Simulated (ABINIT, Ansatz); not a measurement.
# CaC2 (Immm): G0W0 on several meshes in ABINIT

Aim: the GW shift of CaC2 (Immm) against the k mesh.

Main program and level: ABINIT 10.8.3; PBEsol and many-body steps on it, plane waves.

### 1. Starting point

It takes space group Immm (No. 71, orthorhombic). Conventional cell: a = 3.790 Å, b = 4.887 Å, c = 5.360 Å, α = 90.00°, β = 90.00°, γ = 90.00°. Nearest to Ca lie 8 C at 2.62 to 2.75 Å. C has 1 C at 1.26 Å and 4 Ca at 2.62 to 2.75 Å nearest. Farther neighbours are not listed.

The cell and positions are those that the Materials Project relaxed with its own functionals (PBE, PBE+U or r2SCAN), kept fixed.

### 2. Empty states on the mesh, 4×4×4 mesh, 97 bands

This step: ABINIT 10.8.3; DFT, PBEsol, plane waves, norm-conserving pseudopotentials.

The sums over transitions need many empty states on a uniform mesh; this step solves for them.

run.abi reads:

```
acell 3*1.0 Angstrom
rprim 
  -1.894876555000 2.443261230000 2.680131180000
  1.894876555000 -2.443261230000 2.680131180000
  1.894876555000 2.443261230000 -2.680131180000
ntypat 2
znucl 20 6
natom 3
typat 1 2 2
xred 
  0.000000000000 0.000000000000 0.000000000000
  0.371239070000 0.500000000000 0.871239070000
  0.628760930000 0.500000000000 0.128760930000
pp_dirpath "pseudos"
pseudos "Ca.upf, C.upf"
ecut 37
ngkpt 4 4 4
nshiftk 1
shiftk 0 0 0
kptopt 1
chksymbreak 0
iscf -2
irdden 1
istwfk *1
nband 97
nbdbuf 8
tolwfr 1e-09
nstep 60
prtvol 0
indata_prefix "in"
outdata_prefix "out"
tmpdata_prefix "tmp"
```

Launch:

```
$ OMP_NUM_THREADS=1 mpirun -n 4 abinit run.abi > log
```

Numbers of over 12 decimals in the logs are rounded to 6 here.

The program printed:

```text
.Version 10.8.3 of ABINIT. v10.8.2 released Aug 2026.

 Symmetries : space group Im m m (# 71); Bravais oI (body-center ortho.)
[... echo of the input left out ...]
== DATASET  1 ==================================================================
-   mpi_nproc: 4, omp_nthreads: 1 (-1 if OMP is not activated)

--- !DatasetInfo
iteration_state: {dtset: 1, }
dimensions: {natom: 3, nkpt: 18, mband: 97, nsppol: 1, nspinor: 1, nspden: 1, mpw: 3625, }
cutoff_energies: {ecut:  37.0, pawecutdg:  -1.0, }
[...]
2.58818    2.62085    2.62854    2.65537    2.65583    2.71556    2.74883    2.77121
   2.83865    2.84762    2.87535    2.88689    2.92235    2.92875    2.95755    2.98851
   3.01067
 prteigrs : prtvol=0 or 1, do not print more k-points.

== END DATASET(S) ==============================================================
================================================================================

 -outvars: echo values of variables after computation  --------
            nband          97
             nkpt          18
          spgroup          71
 [... the other variables as echoed above ...]

 Calculation completed.
```

It took 49 s on 4 MPI ranks of Arm Neoverse V1, shared host; peak memory 0.36 GiB; 3.2 min of CPU time.

This step gave:

```yaml
gap: 2.291 eV
k_of_the_valence_top: 0.25, -0.25, 0.25
k_of_the_conduction_bottom: 0, 0, 0
least_direct_gap: 2.601 eV
k_points_computed: 18
lowest_point_of_the_top_converged_band_above_the_valence_top: 68.2233 eV
```

On this mesh the gap is 2.291 eV.

The density comes from a self-consistent run that is not shown.

### 3. Screening, 4×4×4 mesh, 41 bands, screening to 114.3 eV

The RPA dielectric matrix is built and inverted for each q.

This step: RPA screening on PBEsol, plane waves, norm-conserving pseudopotentials.

run.abi, as its differences from that of step 2:

```diff
@@ -21,10 +21,11 @@
 chksymbreak 0
-iscf -2
-irdden 1
 istwfk *1
-nband 97
-nbdbuf 8
-tolwfr 1e-09
-nstep 60
-prtvol 0
+occopt 1
+irdwfk 1
+optdriver 3
+nband 41
+ecuteps 4.2
+inclvkb 2
+awtr 1
+symchi 1
 indata_prefix "in"
```

The program printed:

```text
.Version 10.8.3 of ABINIT. v10.8.2 released Aug 2026.

 Symmetries : space group Im m m (# 71); Bravais oI (body-center ortho.)
[... echo of the input left out ...]
== DATASET  1 ==================================================================
-   mpi_nproc: 4, omp_nthreads: 1 (-1 if OMP is not activated)

--- !DatasetInfo
iteration_state: {dtset: 1, }
dimensions: {natom: 3, nkpt: 18, mband: 41, nsppol: 1, nspinor: 1, nspden: 1, mpw: 3625, }
cutoff_energies: {ecut:  37.0, pawecutdg:  -1.0, }
electrons: {nelect:   1.80000000E+01, charge:   0.00000000E+00, occopt:   1.00000000E+00, tsmear:   1.00000000E-02, }

 SCREENING: Calculation of the susceptibility and dielectric matrices

 Based on a program developped by R.W. Godby, V. Olevano, G. Onida, and L. Reining.
 Incorporated in ABINIT by V. Olevano, G.-M. Rignanese, and M. Torrent.
.Using double precision arithmetic ; gwpc =  8

[... cell and pseudopotentials left out ...]
--------------------------------------------------------------------------------

 ==== K-mesh for the wavefunctions ====
 Number of points in the irreducible wedge :    18
[... list of points left out ...]
 Together with  8 symmetry operations and time-reversal symmetry
 yields    64 points in the full Brillouin Zone.

 ==== Q-mesh for the screening function ====
 Number of points in the irreducible wedge :    18
[... list of points left out ...]
 Together with  8 symmetry operations and time-reversal symmetry
 yields    64 points in the full Brillouin Zone.

 setmesh: FFT mesh size selected  =    45x   45x   45
          total number of points  =        91125

 vcoul_init : cutoff-mode = AUXILIARY_FUNCTION
 q-points for optical limit:   1
     1)      0.000010    0.000020    0.000030

- screening: taking advantage of time-reversal symmetry
- Maximum band index for partially occupied states nbvw = 9
- Remaining bands to be divided among processors   nbcw = 32
- Number of bands treated by each node ~8

 Number of electrons calculated from density =   18.0000; Expected =   18.0000
 average of density, n =  0.053741
 r_s =    1.6439
 omega_plasma =   22.3620 [eV]

 calculating chi0 at frequencies [eV] :
  1    0.000000E+00    0.000000E+00
  2    0.000000E+00    2.236197E+01

--------------------------------------------------------------------------------
  q-point number  1        q = ( 0.000000, 0.000000, 0.000000) [r.l.u.]
--------------------------------------------------------------------------------
[... chi0 elements left out ...]
 For q-point:  0.000010 0.000020 0.000030
  dielectric constant =   3.6183
  dielectric constant without local fields =   4.3421

  Average fulfillment of the sum rule on Im[epsilon] for q-point    1 :     48.06  [%]
[... wings left out ...]
  q-point number  2        q = ( 0.250000, 0.000000, 0.000000) [r.l.u.]
--------------------------------------------------------------------------------
[... chi0 elements left out ...]
  Average fulfillment of the sum rule on Im[epsilon] for q-point    2 :     68.01  [%]

 [... 16 further q-points ...]
```

It took 86 s on 4 MPI ranks; peak memory 2.1 GiB; 5.8 min of CPU time.

Numbers from this step:

- ε∞ with local fields, on this mesh, along the program's q direction: 3.618
- the same without local fields: 4.342
- plasma frequency: 22.36 eV
- plane waves in the screening matrix: 139

Local fields lower ε∞ by 17 %. On a Γ-centred mesh this coarse the value itself is usually too large, while a short band sum pulls it down.

### 4. 4×4×4

The self-energy is evaluated for the states that the input lists, and the levels follow from it, in one-shot runs by the linearised quasiparticle equation.

This step: G0W0 on PBEsol, plane waves, norm-conserving pseudopotentials.

run.abi, as its differences from that of step 3:

```diff
@@ -24,8 +24,17 @@
 irdwfk 1
-optdriver 3
+optdriver 4
 nband 41
+gwcalctyp 0
+ecutsigx 37
+symsigma 1
+nkptgw 2
+kptgw 
+  0.2500000000 -0.2500000000 0.2500000000
+  0.0000000000 0.0000000000 0.0000000000
+bdgw 
+  8 11
+  8 11
 ecuteps 4.2
-inclvkb 2
-awtr 1
-symchi 1
+irdscr 1
+ppmodel 1
 indata_prefix "in"
```

The program printed:

```text
.Version 10.8.3 of ABINIT. v10.8.2 released Aug 2026.

 Symmetries : space group Im m m (# 71); Bravais oI (body-center ortho.)
[... echo of the input left out ...]
== DATASET  1 ==================================================================
-   mpi_nproc: 4, omp_nthreads: 1 (-1 if OMP is not activated)

--- !DatasetInfo
iteration_state: {dtset: 1, }
dimensions: {natom: 3, nkpt: 18, mband: 41, nsppol: 1, nspinor: 1, nspden: 1, mpw: 3625, }
cutoff_energies: {ecut:  37.0, pawecutdg:  -1.0, }
electrons: {nelect:   1.80000000E+01, charge:   0.00000000E+00, occopt:   1.00000000E+00, tsmear:   1.00000000E-02, }

 SIGMA: Calculation of the GW corrections

 Based on a program developped by R.W. Godby, V. Olevano, G. Onida, and L. Reining.
 Incorporated in ABINIT by V. Olevano, G.-M. Rignanese, and M. Torrent.
.Using double precision arithmetic ; gwpc =  8

[... cell and pseudopotentials left out ...]
--------------------------------------------------------------------------------

 ==== K-mesh for the wavefunctions ====
 Number of points in the irreducible wedge :    18
[... list of points left out ...]
 Together with  8 symmetry operations and time-reversal symmetry
 yields    64 points in the full Brillouin Zone.

 ==== Q-mesh for screening function ====
 Number of points in the irreducible wedge :    18
[... list of points left out ...]
 Together with  8 symmetry operations and time-reversal symmetry
 yields    64 points in the full Brillouin Zone.

 vcoul_init : cutoff-mode = AUXILIARY_FUNCTION
 q-points for optical limit:   1
     1)      0.000010    0.000020    0.000030
 setmesh: FFT mesh size selected  =    72x   72x   72
          total number of points  =       373248

 Number of electrons calculated from density =   18.0000; Expected =   18.0000
 average of density, n =  0.053741
 r_s =    1.6439
 omega_plasma =   22.3620 [eV]

 === KS Band Gaps ===
  >>>> For spin  1
   Minimum direct gap =   2.6016 [eV], located at k-point      :   0.0000  0.0000  0.0000
   Fundamental gap    =   2.2910 [eV], Top of valence bands at :   0.2500 -0.2500  0.2500
                                       Bottom of conduction at :   0.0000  0.0000  0.0000
 SIGMA fundamental parameters:
 PLASMON POLE MODEL  1
 number of plane-waves for SigmaX                 3625
 number of plane-waves for SigmaC and W            139
 number of plane-waves for wavefunctions          3625
 number of bands                                    41
 number of independent spin polarizations            1
 number of spinorial components                      1
 number of k-points in IBZ                          18
 number of q-points in IBZ                          18
 number of symmetry operations                       8
 number of k-points in BZ                           64
 number of q-points in BZ                           64
 number of frequencies for dSigma/dE                 9
 frequency step for dSigma/dE [eV]                0.25
 number of omega for Sigma on real axis              0
 max omega for Sigma on real axis  [eV]           0.00
 zcut for avoiding poles [eV]                     0.10

 EPSILON^-1 parameters (SCR file):
 dimension of the eps^-1 matrix on file            139
 dimension of the eps^-1 matrix used               139
 number of plane-waves for wavefunctions          3625
 number of bands                                    41
 number of q-points in IBZ                          18
 number of frequencies                               2
 number of real frequencies                          1
 number of imag frequencies                          1

 matrix elements of self-energy operator (all in [eV])

 Perturbative Calculation

--- !SelfEnergy_ee
iteration_state: {dtset: 1, }
kpoint     : [   0.250,   -0.250,    0.250, ]
spin       : 1
KS_gap     :    4.080
QP_gap     :    6.353
Delta_QP_KS:    2.272
data: !SigmaeeData |
     Band     E0 <VxcDFT>   SigX SigC(E0)      Z dSigC/dE  Sig(E)    E-E0       E
        8   1.521 -13.476 -16.450   2.256   0.785  -0.275 -14.039  -0.564   0.957
        9   2.476 -14.677 -18.791   3.478   0.780  -0.283 -15.173  -0.496   1.980
       10   6.557 -12.439  -7.022  -3.223   0.809  -0.235 -10.663   1.776   8.333
       11   7.757 -12.430  -6.023  -3.859   0.820  -0.219 -10.340   2.090   9.847

--- !SelfEnergy_ee
iteration_state: {dtset: 1, }
kpoint     : [   0.000,    0.000,    0.000, ]
spin       : 1
KS_gap     :    2.602
QP_gap     :    4.774
Delta_QP_KS:    2.172
data: !SigmaeeData |
     Band     E0 <VxcDFT>   SigX SigC(E0)      Z dSigC/dE  Sig(E)    E-E0       E
        8   1.909 -13.995 -16.826   2.134   0.788  -0.269 -14.545  -0.550   1.359
        9   2.166 -13.899 -16.676   2.104   0.787  -0.271 -14.428  -0.529   1.637
       10   4.767 -11.381  -6.486  -2.888   0.819  -0.222  -9.738   1.643   6.410
       11   6.030 -13.053  -7.651  -2.948   0.813  -0.230 -11.057   1.996   8.026

== END DATASET(S) ==============================================================
================================================================================

 -outvars: echo values of variables after computation  --------
           etotal      0.0000000000E+00
            nband          41
             nkpt          18
          spgroup          71
 [... the other variables as echoed above ...]

 Calculation completed.
```

It took 13 s on 4 MPI ranks; peak memory 1.9 GiB.

Numbers from this step:

* G0W0 gap on the points computed: 4.43 eV
* starting gap on the mesh: 2.291 eV
* k of the valence top: 0.25, -0.25, 0.25
* k of the conduction bottom: 0, 0, 0
* Z at the valence top: 0.78
* Z at the conduction bottom: 0.819
* least direct G0W0 gap on the computed points: 4.773 eV

The gap on the mesh goes from 2.29 eV to 4.43 eV, a correction of +2.14 eV.

### 5. Empty states on the mesh, 6×6×6 mesh, 45 bands

This step: DFT, PBEsol, plane waves, norm-conserving pseudopotentials.

run.abi, as its differences from that of step 4:

```diff
@@ -16,3 +16,3 @@
 ecut 37
-ngkpt 4 4 4
+ngkpt 6 6 6
 nshiftk 1
@@ -21,20 +21,10 @@
 chksymbreak 0
+iscf -2
+irdden 1
 istwfk *1
-occopt 1
-irdwfk 1
-optdriver 4
-nband 41
-gwcalctyp 0
-ecutsigx 37
-symsigma 1
-nkptgw 2
-kptgw 
-  0.2500000000 -0.2500000000 0.2500000000
-  0.0000000000 0.0000000000 0.0000000000
-bdgw 
-  8 11
-  8 11
-ecuteps 4.2
-irdscr 1
-ppmodel 1
+nband 45
+nbdbuf 4
+tolwfr 1e-09
+nstep 60
+prtvol 0
 indata_prefix "in"
```

The program printed:

```text
.Version 10.8.3 of ABINIT. v10.8.2 released Aug 2026.

 Symmetries : space group Im m m (# 71); Bravais oI (body-center ortho.)
[... echo of the input left out ...]
== DATASET  1 ==================================================================
-   mpi_nproc: 4, omp_nthreads: 1 (-1 if OMP is not activated)

--- !DatasetInfo
iteration_state: {dtset: 1, }
dimensions: {natom: 3, nkpt: 46, mband: 45, nsppol: 1, nspinor: 1, nspden: 1, mpw: 3625, }
cutoff_energies: {ecut:  37.0, pawecutdg:  -1.0, }
[...]
0.82167    0.82319    0.96146    0.97798    1.00157    1.03318    1.10464    1.14038
   1.19110    1.24064    1.26815    1.30156    1.30510    1.33951    1.36301    1.40677
   1.43271    1.44205    1.49757    1.49843    1.52270
 prteigrs : prtvol=0 or 1, do not print more k-points.

== END DATASET(S) ==============================================================
================================================================================

 -outvars: echo values of variables after computation  --------
            nband          45
             nkpt          46
          spgroup          71
 [... the other variables as echoed above ...]

 Calculation completed.
```

Run time: 40 s. Hardware: 4 MPI ranks; peak memory 0.37 GiB.

This step gave:

| Item | Value |
| --- | --- |
| gap | 2.343 eV |
| k of the valence top | 0.3333, -0.1667, 0.1667 |
| k of the conduction bottom | 0, 0, 0 |
| least direct gap | 2.601 eV |
| k points computed | 46 |
| lowest point of the top converged band, above the valence top | 34.71 eV |

On this mesh the gap is 2.343 eV.

(Part 1 of 2 ends here.)

[Paths, hosts, dates, memory and timing lines, banners, echoed tables and standing remarks are left out of the program output.]

[Logs are printed without paths, hosts, clocks, repeated set-up lines and the standing remarks that a program may print on its own settings, such as how far it seeks lower states.]

[Runs of the session that timed out or met a known fault of the program may be left out.]

[Hosts, paths, dates, database ids (printed as entryN), source tags and the programs' standing remarks are cut or masked in the printed files.]

[G0W0 gaps are taken among the corrected bands and points alone; a level outside them can change the order at an edge.]

[Where Ansatz stands beside ABINIT at settings called matched, ABINIT's density can come from a denser mesh and the files from another edition; pairs whose starting gaps differed by over 0.03 eV were left out, so agreement reads better than it is.]
